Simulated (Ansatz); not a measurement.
# TaAg2 (built on the sites of a database entry of NbAu2): phonons and vibrational spectra, part 2 of 2

Aim: the vibrations of TaAg2 (built on the sites of a database entry of NbAu2), their spectra, and whether the structure is stable.

Ansatz 0.2.0; DFT PBEsol, scalar-relativistic, plane waves, PAW.

So far. Step 4 (Tight relaxation): The forces vanish by symmetry and the pressure is -0.002 GPa, within the tolerances set. The cell now holds 16.61 Å³/atom. Step 5 (Modes at Γ): Before it was imposed, the acoustic sum rule was missed by 1.2e-4 eV/Å². Small misses are needed for a sound result but don't prove that mesh and cutoff are converged. The lowest optical mode is real, 53.8 cm⁻¹. The relaxed cell has a = 4.624, c = 2.691 Å (conventional setting).

The structure was built from a prototype and need not be the compound's stable phase.

## (6) Phonons on a q mesh

Stability and thermal properties need the whole zone. Linear response on a 3×3×4 q mesh gives force constants as far as a supercell of that size would.

Input file input.yaml:

```yaml
crystal:
  lattice:
    - [4.6240874782, 0.0, 0.0]
    - [-2.3120437391, 4.0045772254, 0.0]
    - [0.0, 0.0, 2.6908240559]
  atoms:
    - { symbol: Ta, position: [0.0, 0.0, 0.0] }
    - { symbol: Ag, position: [0.3333333333, 0.6666666667, 0.5] }
    - { symbol: Ag, position: [0.6666666667, 0.3333333333, 0.5] }
kpoints:
  mp_grid: { grid: [12, 12, 16] }
hamiltonian:
  xc: pbesol
scf:
  occupations: { method: methfessel_paxton, width: 0.2 }
output:
  eigenvalues: true
phonons:
  method: dfpt
  qmesh: [3, 3, 4]
  temperatures: { t_max: 1000, t_step: 50 }
  qpath:
    path:
      - [[0.0, 0.0, 0.0], [0.5, 0.0, 0.0], [0.33333333, 0.33333333, 0.0], [0.0, 0.0, 0.0], [0.0, 0.0, 0.5], [0.5, 0.0, 0.5], [0.33333333, 0.33333333, 0.5], [0.0, 0.0, 0.5]]
      - [[0.5, 0.0, 0.5], [0.5, 0.0, 0.0]]
      - [[0.33333333, 0.33333333, 0.5], [0.33333333, 0.33333333, 0.0]]
    npoints: 10
```

The run is started by

```
ansatz run input.yaml --threads 8 --pin off --max-ram 14336MiB --backend cpu --events-out ev --progress --plain --runs-dir out
```

Numbers of over 12 decimals in the logs are rounded to 6 here.

The program printed:

```text
[...]
Crystal: 3 atoms, lattice volume = 49.827 Å³
Basis set: ecut = 420 eV, 951 PW (Γ), exchange–correlation on 64×64×36 points (8 copies of the dense FFT grid, shifted against one another)
Bands: 31, of which v1, the nominal top of the filled ones, is band 26 counted from 1 (25 counted from 0)
Symmetry: 24 space group operations
k-points: 171 of 2304
[...]
SCF iter   1: F=—  HF=-24850.199248 eV  |F-HF|=—  |Δ(HF+E_count)|=         —  Δρ=1.01e-2  dr2=4.59e-2  ethr=1.77e-3  ⟨swp⟩=4.5  Hψ=17176  notcnv=0
[...]
SCF iter   9: F=-24850.186377 eV  HF=-24850.186377 eV  |F-HF|=7.28e-12  |Δ(HF+E_count)|=    0.00e0  S|Δr|=    0.00e0  Δρ=9.61e-8  dr2=4.68e-12  ethr=1.00e-12  ⟨swp⟩=7.1  Hψ=22678  notcnv=0
SCF 1 converged in 9 iterations: F = -24850.186377 eV  dr2 = 4.68e-12
[...]
phonons: the bands overlap, so this run is a metal and interpolates without the dipole-dipole term. If the crystal is really an insulator or semiconductor, its LO-TO splitting is missing
NSCF: frozen V_eff on 171 k-points
[...]
DFPT response loops at q = (0, 0, 0) (fractional): preconditioner auto → Kerker (q_TF=auto, 2.739 Å⁻¹) (partly filled bands, converged f_vac=0.000); β = 1.00, the filter's whole step (`scf.mixing.beta` (0.50) is not read by the response loops under this deck's `scf.mixing.preconditioner`; to damp them name `kerker` or `kerker_dos`, under which they read `scf.mixing.beta`, and type it under 1.00, their step now; both keys bind the ground state too); Broyden in place of MSR1
[...]
SCF converged after 9 iterations
[...]
Free energy (F): -24850.186377 eV
[...]
Internal energy: -24850.189287 eV  (E = F + TS)
E sigma→0 (E₀):  -24850.187104 eV
Entropy (-TS):   0.002910 eV (0.970 meV/atom)
Fermi energy:    19.467487 eV
[...]
--- Band table (eV; the first three rows and the last of 171) ---
  k-point 0: bands = [... 22 lower, 15.3315, 16.7754, 17.2813, 17.2813, 23.1827, 23.1827, 23.4947, 24.2230, ... 1 higher]
  k-point 1: bands = [... 22 lower, 15.2790, 16.9701, 17.4665, 17.4665, 22.6418, 22.6418, 23.5292, 24.7415, ... 1 higher]
  k-point 2: bands = [... 22 lower, 15.1325, 17.5444, 17.9309, 17.9309, 21.8014, 21.8014, 23.6336, 25.5397, ... 1 higher]
  k-point 170: bands = [... 22 lower, 17.6907, 17.6907, 18.8415, 18.8415, 20.8742, 21.6918, 23.3202, 23.3202, ... 1 higher]
--- Phonons (Γ-DFPT): 4 representative perturbations + reference (Σ response iterations 12) ---
  ASR residual: 1.246e-4 → 0.000e0 eV/Å²; symmetrization residual: 1.107e-5 eV/Å²
  ASR residual per site (eV/Å²): 4.22e-5 1.25e-4 1.25e-4
  Γ frequencies (cm⁻¹): 0.00 0.00 0.00 53.78 98.93 137.38 137.38 204.95 204.95
--- Phonons (arbitrary-q DFPT): 9 irreducible q on the 3×3×4 mesh ---
  q = [0.0000, 0.0000, 0.0000] (star 1, of the zone-centre solve; hermiticity 2.21e-6, symmetrization 3.43e-12): -0.00 -0.00 0.00 53.78 98.93 137.38 137.38 204.95 204.95
  q = [0.0000, 0.0000, 0.2500] (star 2, 4 solved perturbations in 1984 linear systems a pass and spin channel, the states on 688 of 2304 k-point pairs; hermiticity 4.08e-6, symmetrization 8.60e-12): 52.36 52.36 135.16 135.16 144.05 144.70 163.21 201.54 201.54
[...]
q = [0.0000, 0.3333, 0.0000] (star 6, 6 solved perturbations on 702 of 2304 k-point pairs; hermiticity 3.82e-6, symmetrization 4.33e-8): 42.20 55.48 66.42 89.09 100.23 115.09 128.06 195.43 212.56
[...]
sum rule: each row above includes the acoustic sum rule's correction from the zone centre's row sums; it moved no ω² by more than (0.56 cm⁻¹)²
  mesh force constants: q→R imaginary residual 1.07e-16; ASR residual 1.246e-4 → 0.000e0 eV/Å²; symmetrization residual 1.066e-14 eV/Å²
  interpolated dispersion: 93 rows × 9 modes
  density of states and harmonic sums: on the 15×15×24 q-mesh, interpolated from the force constants of a 3×3×4 supercell (no non-analytic term)
  largest difference from the sums on the solved wave vectors: F 1.75e-2 eV, S 2.46e-5 and C_V 7.13e-6 eV/K
  zero-point energy: 0.077047 eV/cell   skipped modes (ω ≤ 0): 3   left out of the sums: 6.17e-5 of the cell's modes: C_V's classical limit lies that fraction below 3 k_B per atom; for a crystal, a wire or a layer, F and S can be off by more, and a phonons.interpolated_qmesh denser along its periods is the remedy for the sampling
```

It took 5.8 min on 8 threads of Intel Xeon Platinum 8488C (Sapphire Rapids), shared host; peak memory 4.5 GiB.

This step gave:

- sum-rule residual before enforcement: 1.25e-4 eV/Å²
- lowest frequency on the path: 0 cm⁻¹
- highest frequency on the path or at a solved wavevector: 223 cm⁻¹
- mean frequency: 138.1 cm⁻¹
- Debye temperature (second moment): 272 K
- logarithmic mean frequency: 128.5 cm⁻¹
- lowest mode on the q mesh (acoustic modes at Γ apart): 42.2 cm⁻¹
- zero-point energy per atom: 25.68 meV
- heat capacity at 300 K: 23.95 J/(mol atoms K)
- vibrational entropy at 300 K: 37.51 J/(mol atoms K)

Frequencies (cm⁻¹) solved at each irreducible wavevector; negative means imaginary. Frequencies by wavevector, by row:

```
q in reciprocal lattice units  star  mode 1  mode 2  mode 3  mode 4  mode 5  mode 6  mode 7  mode 8  mode 9
                        0 0 0     1       0       0       0    53.8    98.9   137.4   137.4   204.9   204.9
                     0 0 0.25     2    52.4    52.4   135.2   135.2   144.1   144.7   163.2   201.5   201.5
                     0 0 -0.5     1    82.5    82.5   136.3   136.3   183.2   196.6   196.6   205.4     223
                   0 0.3333 0     6    42.2    55.5    66.4    89.1   100.2   115.1   128.1   195.4   212.6
                0 0.3333 0.25    12    76.6   104.1   118.6     121     134   149.2   161.9   190.3   206.9
                0 0.3333 -0.5     6    81.1   119.5   133.8   134.3   160.1   183.8   199.6   210.3   220.1
              0.3333 0.3333 0     2    61.5    61.5      75    85.3    99.2    99.2   171.9   171.9   215.1
           0.3333 0.3333 0.25     4    83.5   104.2   104.2     124   152.8   152.8   166.7   166.7   210.5
           0.3333 0.3333 -0.5     2    81.4   129.8   129.8   152.2   155.2   155.2   204.1   215.6   215.6
```

Interpolated from a 3×3×4 q mesh. The phonon branches at the labelled points (cm⁻¹):

```
    point  branch 1  branch 2  branch 3  branch 4  branch 5  branch 6  branch 7  branch 8  branch 9
        Γ         0         0         0        54        99       137       137       205       205
  halfway        34        50        53        86        94       124       126       200       210
        M        46        67        79        92        96       100       145       187       215
  halfway        52        66        78        88        97       101       154       184       215
        K        62        62        75        85        99        99       172       172       215
  halfway        39        53        56        92        95       119       127       198       211
        Γ         0         0         0        54        99       137       137       205       205
  halfway        52        52       135       135       144       145       163       202       202
        A        82        82       136       136       183       197       197       205       223
  halfway        82       107       135       136       168       189       199       208       221
        L        81       132       133       134       153       176       200       213       218
  halfway        81       131       131       140       152       170       202       214       218
        H        81       130       130       152       155       155       204       216       216
  halfway        82       113       134       135       164       186       200       209       221
        A        82        82       136       136       183       197       197       205       223
jump to L        81       132       133       134       153       176       200       213       218
  halfway        87       103       110       125       138       152       161       183       208
        M        46        67        79        92        96       100       145       187       215
jump to H        81       130       130       152       155       155       204       216       216
  halfway        84       104       104       124       153       153       167       167       210
        K        62        62        75        85        99        99       172       172       215
```

The phonon branches as a text plot (rows in cm⁻¹):

```
    218 |    *******            *****************      **      **
    209 |****       ******     *********   ******* ****  ******
    200 | ***        **   *************************
    190 |    ***    *          *  **         **   *    **  *
    181 |       * **         ****** **      *  ********
    172 |        *            *    *  ***  * **    *         ****
    163 |         *         **      *    ** *       *      **
    153 |      **  *                 *******        *    ** *
    144 |     *            **           * *      **  **** **
    135 |**  *      * ******************* ************       *
    125 |  **        **    *        **   ** *    ** **   ** *
    116 |   *       *     *                       ** **    * *
    107 |    *           *         *         *     ****     * *
     98 |****************                     *      ****    ****
     88 |   ******* *            **            *  *******    ****
     79 |    ******* *    *    *******************     ******  **
     70 |  *  **    *     *   *                        **       *
     60 |   **  ****  *  *   *                         *
     51 |**** ***   *****   *                           *
     42 |  ***      **     *
     33 | *          **  *
     23 |***          **  *
     14 |*             * *
      5 |*             **
         Γ    M  K      Γ       A     L  H     A|L     M|H      K
```

The phonon density of states has structure finer than the step of the table below, so its rows give means over 10 cm⁻¹, whole bins alone (the curve runs from 1 to 223 cm⁻¹). Peaks (cm⁻¹: height): 81.0: 0.166, 101.0: 0.0784, 133.0: 0.121, 205.0: 0.0980.

Tetrahedra on a 15×15×24 mesh, mean over bins of 2 cm-1. Interpolated from a 3×3×4 q mesh. Phonon density of states against wavenumber; means over each step:

```
wavenumber (cm⁻¹)  phonon density of states (1/cm⁻¹/cell)
               10                                  3.3e-4
               20                                 0.00134
               30                                 0.00331
               40                                 0.00620
               50                                  0.0131
               60                                  0.0235
               70                                  0.0295
               80                                  0.0802
               90                                  0.0384
              100                                  0.0611
              110                                  0.0563
              120                                  0.0634
              130                                   0.111
              140                                  0.0490
              150                                  0.0413
              160                                  0.0262
              170                                  0.0254
              180                                  0.0422
              190                                  0.0507
              200                                  0.0780
              210                                  0.0843
```

The partial phonon density of states has structure finer than the step of the table below, so its rows give means over 10 cm⁻¹, whole bins alone (the curve runs from -10 to 239 cm⁻¹). Peaks (cm⁻¹: height): Ag 80.8: 0.0941, 126.3: 0.0437, 204.6: 0.0966; Ta 102.8: 0.0511, 132.5: 0.0757, 152.9: 0.0229.

Phonopy on the run's constants, 15x15x21 mesh, Gaussian sigma 2.0 cm-1. Interpolated from a 3×3×4 q mesh. The partial phonon density of states by wavenumber; means over each step; values in 1/cm⁻¹/cell:

```
wavenumber (cm⁻¹)       Ag       Ta
                0   3.8e-5   3.3e-5
               10   2.4e-4   2.0e-4
               20   8.0e-4   6.6e-4
               30  0.00182  0.00148
               40  0.00377  0.00280
               50  0.00937  0.00444
               60   0.0178  0.00566
               70   0.0199  0.00826
               80   0.0659   0.0131
               90   0.0218   0.0162
              100   0.0228   0.0421
              110   0.0173   0.0347
              120   0.0308   0.0389
              130   0.0403   0.0623
              140   0.0317   0.0229
              150   0.0179   0.0191
              160   0.0181   0.0117
              170   0.0174  0.00572
              180   0.0395  0.00365
              190   0.0493  0.00194
              200   0.0762  0.00145
              210   0.0791  0.00212
              220   0.0180   4.9e-4
              230   1.3e-4   7.5e-7
```

Harmonic thermodynamic functions per atom, from the density of states. Interpolated from a 3×3×4 q mesh. Thermodynamic functions, by row:

```
T (K)  F_vib (meV/atom)  S (J/mol-atom/K)  C_V (J/mol-atom/K)
    0             25.68                 0                   0
   50             25.07             4.177               8.944
  100             20.45             13.62               17.94
  200              -1.7             28.01                22.8
  300            -35.94             37.51               23.95
  400            -78.59             44.47               24.38
  500            -127.6             49.94               24.58
  600            -181.8             54.43               24.69
  700            -240.2             58.24               24.75
  800            -302.3             61.55                24.8
  900            -367.6             64.47               24.83
 1000            -435.8             67.09               24.85
```

Harmonic mean-square displacement, third of the trace. Interpolated from a 3×3×4 q mesh. Mean square displacements, by row:

```
T (K)  Ta1 U_eq (Å²)  Ag2 U_eq (Å²)  Ag3 U_eq (Å²)
    0        8.70e-4        0.00127        0.00127
  100         0.0016        0.00224        0.00224
  300        0.00422        0.00581        0.00581
  600        0.00833        0.01144        0.01144
```

Symmetry leaves 9 wavevectors to solve. The lowest mode among them, the acoustic zeros apart, lies at q = (0, 0.333, 0) and is real, 42.2 cm⁻¹.

## (7) Another isotope

An isotope changes the mass and not the force constants, so no new electronic calculation is needed; the shifts show which modes move this element.

The same force constants with the mass of Ag changed from 107.868 to 108.905 u (phonopy, no LO-TO term). Both lists are sorted by frequency; levels can cross, so a row need not hold one and the same mode. Modes under 3 cm⁻¹ are left out. Isotope shifts, by row:

```
         q  rank  natural mass (cm⁻¹)  changed mass (cm⁻¹)
     0 0 0     4                53.78                53.52
     0 0 0     5                98.93                98.72
     0 0 0     6                137.4                137.1
     0 0 0     7                137.4                137.1
     0 0 0     8                204.9                  204
     0 0 0     9                204.9                  204
  0 0 0.25     1                52.36                52.19
  0 0 0.25     2                52.36                52.19
  0 0 0.25     3                135.2                134.9
  0 0 0.25     4                135.2                134.9
  0 0 0.25     5                144.1                143.4
  0 0 0.25     6                144.7                144.7
  0 0 0.25     7                163.2                162.5
  0 0 0.25     8                201.5                200.6
  0 0 0.25     9                201.5                200.6
  0 0 -0.5     1                82.46                82.07
  0 0 -0.5     2                82.46                82.07
  0 0 -0.5     3                136.3                136.3
  0 0 -0.5     4                136.3                136.3
  0 0 -0.5     5                183.2                183.2
  0 0 -0.5     6                196.6                195.7
  0 0 -0.5     7                196.6                195.7
  0 0 -0.5     8                205.4                204.5
  0 0 -0.5     9                  223                221.9
0 0.3333 0     1                 42.2                42.07
0 0.3333 0     2                55.48                55.24
0 0.3333 0     3                66.42                66.24
0 0.3333 0     4                89.09                88.92
0 0.3333 0     5                100.2                100.2
0 0.3333 0     6                115.1                114.8
0 0.3333 0     7                128.1                127.5
0 0.3333 0     8                195.4                194.5
0 0.3333 0     9                212.6                211.6
```

A mode of this element alone would shift by -0.48 %. The highest zone-centre frequency without the field goes from 204.9 to 204.0 cm⁻¹ (-0.5 %). The product of the frequency ratios over all optical modes at Γ is 0.979; the product rule, (m/m′)^(3k/2) (M′/M)^(3/2) with k = 2 such atoms and M the mass of the cell, gives 0.979.

## (8) Summary of results

```
space group after relaxation (within 0.01 Å)            : P6/mmm
volume per atom                                         : 16.6 Å³
electronic character                                    : no gap on this mesh
highest optical mode at the zone centre (no LO-TO term) : 205 cm⁻¹
lowest optical zone-centre mode                         : 53.8 cm⁻¹
lowest mode on the q mesh (acoustic modes at Γ apart)   : 42.2 cm⁻¹
highest frequency on the path or at a solved wavevector : 223 cm⁻¹
zero-point energy per atom                              : 25.7 meV
heat capacity at 300 K                                  : 24.0 J/(mol atoms K)
vibrational entropy at 300 K                            : 37.5 J/(mol atoms K)
Debye temperature (second moment)                       : 272 K
imaginary modes on the 3×3×4 q mesh                     : none
```

In words: The structure is a minimum as far as tested: no mode is imaginary at the 9 irreducible wavevectors of the 3×3×4 mesh, and the softest away from the acoustic zeros lies at 42 cm⁻¹. The optical modes at Γ span 54 to 205 cm⁻¹. The highest mode in this list at Γ, 204.9 cm⁻¹, is mostly motion of Ag (100 % of the kinetic energy). With no gap, or one that is small against the smearing, the frequencies hang on the k mesh and the smearing, most of all near Kohn anomalies. The phonon runs are without spin polarisation, although the cell has an odd electron count. Spin-orbit coupling is left out, which can matter for the heavy elements here. The starting cell was built on a prototype and not taken from a measurement, so the phase need not exist. These are harmonic frequencies at zero temperature: anharmonic shifts, linewidths and thermal expansion are left out.

[Logs are printed without paths, hosts, clocks, repeated set-up lines and the standing remarks that a program may print on its own settings, such as how far it seeks lower states.]

[Hosts, paths, dates, database ids (printed as entryN), source tags and the programs' standing remarks are cut or masked in the printed files.]
